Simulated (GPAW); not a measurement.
**Near-edge structure at the Nb L₃ edge of NbAl3 (I4/mmm)**

Aim: the near-edge shape at the Nb L₃ edge of NbAl3 (I4/mmm), and what the core hole does to it.

Program: GPAW 26.7.0. Level of theory: X-ray absorption from dipole matrix elements to empty bands, plane-wave PAW LDA. Results are calculated unless marked as measured.

### 1. The structure

Symmetry: I4/mmm, No. 139, tetragonal system. The conventional cell has a = 3.834 Å, b = 3.834 Å, c = 8.585 Å, α = 90.00°, β = 90.00°, γ = 90.00°. Nearest to Nb lie 12 Al at 2.71 to 2.88 Å. Nearest to Al lie 8 Al at 2.71 to 2.88 Å and 4 Nb at 2.88 Å. Nearest to Al lie 4 Nb at 2.71 Å and 8 Al at 2.88 Å. Farther neighbours are not listed.

Structure file:

```cif
data_structure
_symmetry_space_group_name_H-M 'I4/mmm'
_symmetry_Int_Tables_number 139
_cell_length_a 3.8340
_cell_length_b 3.8340
_cell_length_c 8.5849
_cell_angle_alpha 90.000
_cell_angle_beta 90.000
_cell_angle_gamma 90.000
_cell_volume 126.19
loop_
_atom_site_label
_atom_site_type_symbol
_atom_site_symmetry_multiplicity
_atom_site_Wyckoff_symbol
_atom_site_fract_x
_atom_site_fract_y
_atom_site_fract_z
_atom_site_occupancy
Nb1 Nb 2 a 0.00000 0.00000 0.00000 1
Al1 Al 4 d 0.50000 0.00000 0.25000 1
Al2 Al 2 b 0.50000 0.50000 0.00000 1
```

### 2. The field without a hole

The ground state comes first: it tells whether the system has a gap, which decides how the excited electron is treated.

Input file scf.py:

```python
import numpy as np
from ase import Atoms
from ase.parallel import parprint, paropen
from gpaw import GPAW, PW, FermiDirac, Mixer, MixerDif, setup_paths
from gpaw.test import gen
setup_paths.insert(0, '.')
gen('Nb', name='nch2p', xcname='LDA', corehole=(2, 1, 0), write_xml=True)
from gpaw.mpi import world
world.barrier()

atoms = Atoms('NbAl3',
    cell=[[-1.91698292, 1.91698292, 4.29245035],
     [1.91698292, -1.91698292, 4.29245035],
     [1.91698292, 1.91698292, -4.29245035]],
    scaled_positions=[[0, 0, 0],
     [0.25, 0.75, 0.5],
     [0.75, 0.25, 0.5],
     [0.5, 0.5, 0]],
    pbc=True)
atoms.calc = calc = GPAW(legacy_gpaw=True, mode=PW(430, force_complex_dtype=True), xc='LDA', setups={0: 'nch2p'},
    kpts={'size': (9, 9, 9), 'gamma': True}, occupations=FermiDirac(0.05),
    charge=0, mixer=Mixer(0.1, 5, 50), maxiter=150,
    convergence={'density': 0.0001, 'eigenstates': 1e-6}, txt='scf.txt')
energy = atoms.get_potential_energy() + calc.get_reference_energy()
ef = calc.get_fermi_level()
out = dict(energy=energy, fermi=ef, forces=atoms.get_forces().tolist())
parprint(f'all-electron energy {energy:.4f} eV, Fermi level {ef:.4f} eV')
ev = np.array([[calc.get_eigenvalues(k, s) for k in range(len(calc.get_ibz_k_points()))] for s in range(calc.get_number_of_spins())])
out['homo'], out['lumo'], out['counts'] = ev[ev < ef].max(), ev[ev > ef].min(), sorted(set((ev < ef).sum((0, 2)).tolist()))
out['filled'] = (ev[:, 0] < ef).sum(1).tolist()
import json
with paropen('out.json', 'w') as f:
    json.dump(out, f)
```

The run is started by

```sh
> OMP_NUM_THREADS=1 mpirun -n 4 gpaw python scf.py
```

Numbers of over 12 decimals in the logs are rounded to 6 here.

Output:

```text
Input parameters:
  convergence: {density: 0.0001,
                eigenstates: 1e-06}
  kpts: {gamma: True,
         size: (9, 9, 9)}
  maxiter: 150
  mixer: {backend: pulay,
          beta: 0.1,
          method: separate,
          nmaxold: 5,
          weight: 50}
  mode: {ecut: 430.0,
         force_complex_dtype: True,
         name: pw}
  occupations: {fixmagmom: False,
                name: fermi-dirac,
                width: 0.05}
  setups: {0: nch2p}

Initialize ...

[... PAW data sets ...]

Reference energy: -123530.793981  # eV

Spin-paired calculation

[... convergence settings ...]
Symmetries present (total): 16
  [... symmetry matrices ...]

729 k-points: 9 x 9 x 9 Monkhorst-Pack grid
75 k-points in the irreducible part of the Brillouin zone
       k-points in crystal coordinates                weights
   0:     0.00000000    0.00000000    0.00000000          1/729
   1:     0.11111111   -0.11111111    0.00000000          4/729
   2:     0.11111111   -0.11111111    0.11111111          4/729
   3:     0.11111111    0.00000000    0.00000000          8/729
   4:     0.11111111    0.11111111   -0.11111111          2/729
   5:     0.22222222   -0.22222222    0.00000000          4/729
   6:     0.22222222   -0.22222222    0.11111111          8/729
   7:     0.22222222   -0.22222222    0.22222222          4/729
   8:     0.22222222   -0.11111111    0.00000000         16/729
   9:     0.22222222   -0.11111111    0.11111111          8/729
          ...
  74:     0.44444444    0.44444444    0.44444444          8/729

Wave functions: Plane wave expansion
  Cutoff energy: 430.000 eV
  Number of coefficients (min, max): 1260, 1315
  Pulay-stress correction: 0.000000 eV/Ang^3 (de/decut=0.000000)
  Using FFTW library
  Wavefunction extrapolation:
    Improved wavefunction reuse through dual PAW basis

Occupation numbers: Fermi-Dirac:
  width: 0.0500  # eV

Eigensolver
   Davidson(niter=2)

Densities:
  Coarse grid: 25*25*25 grid
  Fine grid: 50*50*50 grid
  Total Charge: 0.000000

Density mixing:
  Method: separate
  Backend: pulay
  Linear mixing parameter: 0.1
  old densities: 5
  Width of damping distribution: 1.1
  Damping of long wavelength oscillations: 50

[... Hamiltonian set-up ...]
Number of atoms: 4
Number of atomic orbitals: 25
Number of bands in calculation: 18
Number of valence electrons: 22
Bands to converge: occupied

... initialized

Initializing position-dependent things.

Density initialized from atomic densities
Creating initial wave functions:
  18 bands from LCAO basis set

       Al
         Al

            Al

       Nb

Atomic positions and initial magnetic moments

Positions:
   0 Nb     0.000000    0.000000    0.000000    ( 0.0000,  0.0000,  0.0000)
   1 Al     1.916983    0.000000    2.146225    ( 0.0000,  0.0000,  0.0000)
   2 Al    -0.000000    1.916983    2.146225    ( 0.0000,  0.0000,  0.0000)
   3 Al     0.000000    0.000000    4.292450    ( 0.0000,  0.0000,  0.0000)

Unit cell:
           periodic     x           y           z      points  spacing
  1. axis:    yes   -1.916983    1.916983    4.292450    25     0.1400
  2. axis:    yes    1.916983   -1.916983    4.292450    25     0.1400
  3. axis:    yes    1.916983    1.916983   -4.292450    25     0.1084

  Lengths:   5.076887   5.076887   5.076887
  Angles:  135.631005 135.631005  64.551326

Effective grid spacing dv^(1/3) = 0.1592

iter:   1   -26.644941
iter:   2   -26.145726   -1.41  -1.00
iter:   3   -25.753237   -1.03  -1.06
iter:   4   -25.796564   -2.43  -1.22
iter:   5   -25.707455   -1.27  -1.29
iter:   6   -25.675494   -3.04  -2.06
iter:   7   -25.672458   -3.09  -2.44
iter:   8   -25.675598c  -3.23  -2.67
iter:   9   -25.672518c  -3.12  -2.51
iter:  10   -25.672310c  -4.16  -3.05
iter:  11   -25.672192c  -5.05  -3.20
iter:  12   -25.672193c  -5.56  -3.75
iter:  13   -25.672193c  -5.96  -3.93
iter:  14   -25.672190c  -6.63c -3.89
iter:  15   -25.672191c  -7.98c -4.20c

Converged after 15 iterations.

Dipole moment: (0.000000, -0.000000, -0.000000) |e|*Ang

Energy contributions relative to reference atoms: (reference = -123530.793981)

Kinetic:        +16.192737
Potential:      -13.682541
External:        +0.000000
XC:             -28.144221
Entropy (-ST):   -0.003848
Local:           -0.036241
SIC:             +0.000000
--------------------------
Free energy:    -25.674115
Extrapolated:   -25.672191

Showing only first 2 kpts
 Kpt  Band  Eigenvalues  Occupancy
  0     9      6.62444    2.00000
  0    10      8.75737    0.41719
  0    11     10.32613    0.00000
  0    12     10.32613    0.00000

  1     9      7.19879    2.00000
  1    10      7.73035    2.00000
  1    11     10.54519    0.00000
  1    12     10.56724    0.00000

Fermi level: 8.69070

No gap
No difference between direct/indirect transitions

Forces in eV/Ang:
  0 Nb    0.00000   -0.00000    0.00000
  1 Al    0.00000    0.00000    0.00000
  2 Al    0.00000   -0.00000    0.00000
  3 Al    0.00000    0.00000   -0.00000
Scalar-relativistic atomic LDA calculation for Nb (Niobium, Z=41)
Core hole in 2p state (2p occupation: 6.0)
750 radial gridpoints.
|------------------------------------------------|
|------------------------------------------------|
[... the atom generator's iteration count ...]

Energy contributions:
-------------------------
Kinetic:    +3924.349006
XC:          -114.535043
Potential:  -7624.229369
-------------------------
Total:      -3814.415406

state      eigenvalue         ekin         rmax
-----------------------------------------------
1s^2.0 :  -689.722700   874.891815        0.024
2s^2.0 :   -96.519975   176.274523        0.133
2p^6.0 :   -86.298415   170.197354        0.106
3s^2.0 :   -16.082518    45.911930        0.396
3p^6.0 :   -12.733504    42.470449        0.390
3d^10.0:    -7.224835    37.188218        0.334
4s^2.0 :    -2.147256    10.085405        1.029
4p^6.0 :    -1.272113     8.016821        1.121
4d^4.0 :    -0.117890     3.241775        1.505
5s^1.0 :    -0.154075     1.064641        3.054
5p^0.0 :    -0.044881     0.493518        4.186
-----------------------------------------------
(units: Bohr and Hartree)

Generating PAW setup
Kinetic energy of the core from tauc = 3913.547698
Cutoffs:
rc(s)=2.500
rc(p)=2.500
rc(d)=2.350
rc(vbar)=2.410
rc(comp)=2.400
rc(nct)=2.500

Kinetic energy of the core states: 3842.045532
Charge: 0.0
Core electrons: 28.0
Valence electrons: 13.0
Pseudo-core charge: 0.000676
Shape function alpha=1.736
Pseudo-electron charge 7.240382
state    eigenvalue         norm
--------------------------------
4s(2) :    -2.147256     0.451572
5s(1) :    -0.154075     0.979287
4p(6) :    -1.272113     0.378028
5p(0) :    -0.044881     0.981254
4d(4) :    -0.117890     0.772277
*d    :     0.882110
--------------------------------

Diagonalizing with gridspacing h=0.050

state   all-electron     PAW
-------------------------------
4s:      -2.147256    -2.147715
4p:      -1.272113    -1.273042
4d:      -0.117890    -0.118306
*f:                    0.064407
-------------------------------
all-electron energy -123556.4662 eV, Fermi level 8.6907 eV
```

The job ended after 13 s (4 MPI ranks of Intel Xeon Platinum 8488C (Sapphire Rapids), shared host; peak memory 0.2 GiB; 49 s of CPU time).

The mesh shows no gap, so the system is treated as a metal and the core electron is put at the Fermi level (neutral cell).

### 3. Spectrum without a core hole, Nb atom 1

This cheap baseline ignores the attraction of the hole: it shows the absorber's empty states as they are in the ground state. The data set with a hole of occupation 0 only carries the core orbital.

The absorber has 4 Al at 2.71 Å and 8 Al at 2.88 Å (distorted cuboctahedral, site symmetry 4/mmm).

Input file xas.py:

```python
import numpy as np
from ase import Atoms
from ase.parallel import parprint, paropen
from gpaw import GPAW, PW, FermiDirac, Mixer, MixerDif, setup_paths
from gpaw.test import gen
setup_paths.insert(0, '.')
gen('Nb', name='nch2p', xcname='LDA', corehole=(2, 1, 0), write_xml=True)
from gpaw.mpi import world
world.barrier()

atoms = Atoms('NbAl3',
    cell=[[-1.91698292, 1.91698292, 4.29245035],
     [1.91698292, -1.91698292, 4.29245035],
     [1.91698292, 1.91698292, -4.29245035]],
    scaled_positions=[[0, 0, 0],
     [0.25, 0.75, 0.5],
     [0.75, 0.25, 0.5],
     [0.5, 0.5, 0]],
    pbc=True)
atoms.calc = calc = GPAW(legacy_gpaw=True, mode=PW(430, force_complex_dtype=True), xc='LDA', setups={0: 'nch2p'},
    kpts={'size': (12, 12, 12), 'gamma': True}, occupations=FermiDirac(0.1),
    charge=0, mixer=Mixer(0.1, 5, 50), maxiter=150,
    convergence={'density': 0.0001, 'eigenstates': 1e-6}, txt='scf.txt')
energy = atoms.get_potential_energy() + calc.get_reference_energy()
ef = calc.get_fermi_level()
out = dict(energy=energy, fermi=ef, forces=atoms.get_forces().tolist())
parprint(f'all-electron energy {energy:.4f} eV, Fermi level {ef:.4f} eV')
ev = np.array([[calc.get_eigenvalues(k, s) for k in range(len(calc.get_ibz_k_points()))] for s in range(calc.get_number_of_spins())])
out['homo'], out['lumo'], out['counts'] = ev[ev < ef].max(), ev[ev > ef].min(), sorted(set((ev < ef).sum((0, 2)).tolist()))
out['filled'] = (ev[:, 0] < ef).sum(1).tolist()

from ase.units import Ha
from gpaw.xas import dipole_matrix_elements
nb = int(calc.get_number_of_electrons() / 2) + 46
top, nb = nb, nb + 8 + nb // 12
nscf = calc.fixed_density(kpts={'size': (8, 8, 8), 'gamma': True}, nbands=nb,
    convergence={'bands': top, 'eigenstates': 5e-3}, maxiter=60, txt='nscf.txt')
cell = atoms.cell.array
ops = [cell.T @ U.T @ np.linalg.inv(cell.T) for U in nscf.wfs.kd.symmetry.op_scc]
E = np.arange(-25, 34, 0.1)
fwhm = np.interp(E, [4, 25], [1.66, 3.5])
Y, X, zero, highest = 0, 0, 1e9, 1e9
for spin in range(nscf.get_number_of_spins()):
    wfs = nscf.wfs
    mine = wfs.bd.get_slice()  # this rank's bands
    A = dipole_matrix_elements(wfs.setups[0])
    eps = np.zeros((wfs.kd.nibzkpts, nb))
    d = np.zeros((3, A.shape[1], wfs.kd.nibzkpts, nb), complex)
    for kpt in wfs.kpt_u:
        if kpt.s == spin and 0 in kpt.P_ani:
            eps[kpt.k, mine] = kpt.eps_n * Ha
            d[:, :, kpt.k, mine] = (kpt.weight * wfs.nspins / 2) ** 0.5 * np.inner(A, kpt.P_ani[0])
    world.sum(eps)
    world.sum(d)
    T = np.einsum('amkn,bmkn->abkn', d, d.conj()).real
    T = sum(np.einsum('ai,ijkn,bj->abkn', R, T, R) for R in ops) / len(ops)
    empty = eps > ef
    zero, highest = min(zero, eps[empty].min()), min(highest, eps[:, top - 1].min())
    lines = [(eps, T, empty)] if spin == 0 else lines + [(eps, T, empty)]
for eps, T, empty in lines:
    f = np.einsum('aakn->akn', T).reshape(3, -1)
    x = eps.ravel() - zero
    w = np.interp(x, E, fwhm) / 2.35482
    g = np.exp(-0.5 * ((E[:, None] - x) / w) ** 2) / (w * (2 * np.pi) ** 0.5)
    Y = Y + (f * empty.ravel()) @ g.T
    X = X + (f * ~empty.ravel()) @ g.T
out.update(E=E.round(2).tolist(), xas=Y.tolist(), xes=X.tolist(), zero=zero, valid=highest - zero, nk=len(eps), nb=nb)
for i in range(0, len(E), 10):
    parprint(f'{E[i]:7.2f}', *(f'{v:10.3e}' for v in Y[:, i]))
import json
with paropen('out.json', 'w') as f:
    json.dump(out, f)
```

The run is started by

```sh
> OMP_NUM_THREADS=1 mpirun -n 4 gpaw python xas.py
```

Output:

```text
Input parameters:
  convergence: {density: 0.0001,
                eigenstates: 1e-06}
  kpts: {gamma: True,
         size: (12, 12, 12)}
  maxiter: 150
  mixer: {backend: pulay,
          beta: 0.1,
          method: separate,
          nmaxold: 5,
          weight: 50}
  mode: {ecut: 430.0,
         force_complex_dtype: True,
         name: pw}
  occupations: {fixmagmom: False,
                name: fermi-dirac,
[...]
*d    :     0.882110
--------------------------------

Diagonalizing with gridspacing h=0.050

state   all-electron     PAW
-------------------------------
4s:      -2.147256    -2.147715
4p:      -1.272113    -1.273042
4d:      -0.117890    -0.118306
*f:                    0.064407
-------------------------------
all-electron energy -123556.4646 eV, Fermi level 8.7307 eV
[...]
32.00  1.301e-05  1.301e-05  1.279e-05
  33.00  1.300e-05  1.300e-05  1.333e-05
[key lines of the parts left out:]
Converged after 15 iterations.
Dipole moment: (0.000000, -0.000000, -0.000000) |e|*Ang
Free energy:    -25.680175
Fermi level: 8.73073
```

Wall time 31 s (4 MPI ranks); peak memory 0.28 GiB; 2.1 min of CPU time.

The Nb L₃ spectrum, Nb atom 1, no core hole (energy from the lowest empty level; intensity scaled to a mean of 1 over the first 20 eV; polarised curves are means over the symmetry-equivalent atoms):

```
E (eV)  isotropic  ε ⊥ c  ε ∥ c
  -2.0       0.00   0.00   0.00
  -1.0       0.06   0.06   0.05
   0.0       0.63   0.65   0.58
   1.0       2.01   2.10   1.82
   2.0       2.01   2.12   1.81
   3.0       1.69   1.67   1.71
   4.0       1.86   1.71   2.15
   5.0       1.35   1.24   1.55
   6.0       1.10   1.09   1.12
   7.0       1.14   1.20   1.02
   8.0       1.00   1.05   0.89
   9.0       0.86   0.87   0.83
  10.0       0.78   0.77   0.79
  11.0       0.72   0.71   0.75
  12.0       0.72   0.71   0.74
  13.0       0.68   0.67   0.68
  14.0       0.62   0.62   0.60
  15.0       0.59   0.61   0.55
  16.0       0.58   0.61   0.53
  17.0       0.56   0.59   0.51
  18.0       0.53   0.55   0.50
  19.0       0.50   0.50   0.50
  20.0       0.46   0.45   0.49
  21.0       0.41   0.40   0.44
  22.0       0.36   0.35   0.38
  23.0       0.31   0.31   0.33
  24.0       0.29   0.28   0.30
  25.0       0.28   0.28   0.29
  26.0       0.30   0.29   0.31
  27.0       0.34   0.33   0.37
  28.0       0.42   0.40   0.45
  29.0       0.52   0.51   0.53
  30.0       0.61   0.61   0.61
  31.0       0.67   0.68   0.66
  32.0       0.70   0.70   0.69
```

Main maxima below 30 eV (height): 1.4 eV (2.26) and 3.8 eV (1.87). At an L edge the dipole rule selects empty d (and weakly s) states on the absorber, and the strong line at the onset measures the empty part of its d band.

The same matrix elements for filled bands give the Nb L₃ emission of Nb atom 1 (ground-state approximation; energy from the lowest empty level, largest value 1):

```csv
E (eV),emission
-24.00,0.00
-23.25,0.00
-22.50,0.00
-21.75,0.00
-21.00,0.00
-20.25,0.00
-19.50,0.00
-18.75,0.00
-18.00,0.00
-17.25,0.00
-16.50,0.00
-15.75,0.00
-15.00,0.00
-14.25,0.00
-13.50,0.00
-12.75,0.00
-12.00,0.00
-11.25,0.00
-10.50,0.00
-9.75,0.01
-9.00,0.01
-8.25,0.01
-7.50,0.03
-6.75,0.05
-6.00,0.07
-5.25,0.11
-4.50,0.17
-3.75,0.27
-3.00,0.49
-2.25,0.83
-1.50,1.00
-0.75,0.80
0.00,0.39
0.75,0.09
1.50,0.01
2.25,0.00
3.00,0.00
```

Emission maxima: -1.6 eV (1.00).

### 4. Reference energy of the supercell

The photon energy needs a difference of total energies, so the cell and mesh of the coming hole run are first run without a hole.

scf.py, as its differences from that of step 2:

```diff
@@ -10,13 +10,25 @@
 
-atoms = Atoms('NbAl3',
-    cell=[[-1.91698292, 1.91698292, 4.29245035],
-     [1.91698292, -1.91698292, 4.29245035],
-     [1.91698292, 1.91698292, -4.29245035]],
+atoms = Atoms('Nb4Al12',
+    cell=[[3.83396585, -3.83396585, 0],
+     [-3.83396585, -3.83396585, 0],
+     [0, 3.83396585, -8.58490071]],
     scaled_positions=[[0, 0, 0],
+     [0.75, 0.25, 0.5],
+     [0.5, 0.5, 0],
      [0.25, 0.75, 0.5],
-     [0.75, 0.25, 0.5],
-     [0.5, 0.5, 0]],
+     [0.125, 0.625, 0.75],
+     [0.875, 0.875, 0.25],
+     [0.625, 0.125, 0.75],
+     [0.375, 0.375, 0.25],
+     [0.625, 0.625, 0.75],
+     [0.375, 0.875, 0.25],
+     [0.125, 0.125, 0.75],
+     [0.875, 0.375, 0.25],
+     [0.75, 0.75, 0.5],
+     [0.5, 0, 0],
+     [0.25, 0.25, 0.5],
+     [0, 0.5, 0]],
     pbc=True)
 atoms.calc = calc = GPAW(legacy_gpaw=True, mode=PW(430, force_complex_dtype=True), xc='LDA', setups={0: 'nch2p'},
-    kpts={'size': (9, 9, 9), 'gamma': True}, occupations=FermiDirac(0.05),
+    kpts={'size': (4, 4, 4), 'gamma': True}, occupations=FermiDirac(0.1),
     charge=0, mixer=Mixer(0.1, 5, 50), maxiter=150,
```

The run is started by

```sh
> OMP_NUM_THREADS=1 mpirun -n 4 gpaw python scf.py
```

Output:

```text
Input parameters:
  convergence: {density: 0.0001,
                eigenstates: 1e-06}
  kpts: {gamma: True,
         size: (4, 4, 4)}
  maxiter: 150
  mixer: {backend: pulay,
          beta: 0.1,
          method: separate,
          nmaxold: 5,
          weight: 50}
  mode: {ecut: 430.0,
         force_complex_dtype: True,
         name: pw}
  occupations: {fixmagmom: False,
                name: fermi-dirac,
[...]
<dir> UserWarning: Initial realspace grid (27,27,45) inconsistent with symmetries.
  warnings.warn(
<dir> UserWarning: Initial realspace grid (27,27,45) inconsistent with symmetries.
  warnings.warn(
<dir> UserWarning: Using symmetrized grid: (45,45,45).

  warnings.warn('Using symmetrized grid: ({},{},{}).\n'.format(*N_c))
<dir> UserWarning: Using symmetrized grid: (45,45,45).

  warnings.warn('Using symmetrized grid: ({},{},{}).\n'.format(*N_c))
all-electron energy -494225.8663 eV, Fermi level 8.7302 eV
[key lines of the parts left out:]
Converged after 15 iterations.
Dipole moment: (-0.000000, 0.000000, 0.000000) |e|*Ang
Free energy:   -102.727403
Fermi level: 8.73024
```

The job ended after 49 s (4 MPI ranks; peak memory 0.39 GiB; 3.2 min of CPU time).

Reference energy: -494225.866 eV with the cores included.

(Part 1 of 3 ends here.)

[Banner, clock and machine lines of the logs are left out without a mark of their own.]

[Logs are printed without paths, hosts, clocks, repeated set-up lines and the standing remarks that a program may print on its own settings, such as how far it seeks lower states.]

[Hosts, paths, dates, database ids (printed as entryN), source tags and the programs' standing remarks are cut or masked in the printed files.]

[Lists of maxima count a maximum above −3 eV only where it reaches 4 % of the highest in the window and stands out from its surroundings by 2 % of it (1.5 % where it reaches 55 %); shoulders and weaker maxima are passed over, and of the rest the first, up to two pre-edge ones and the few strongest are named.]
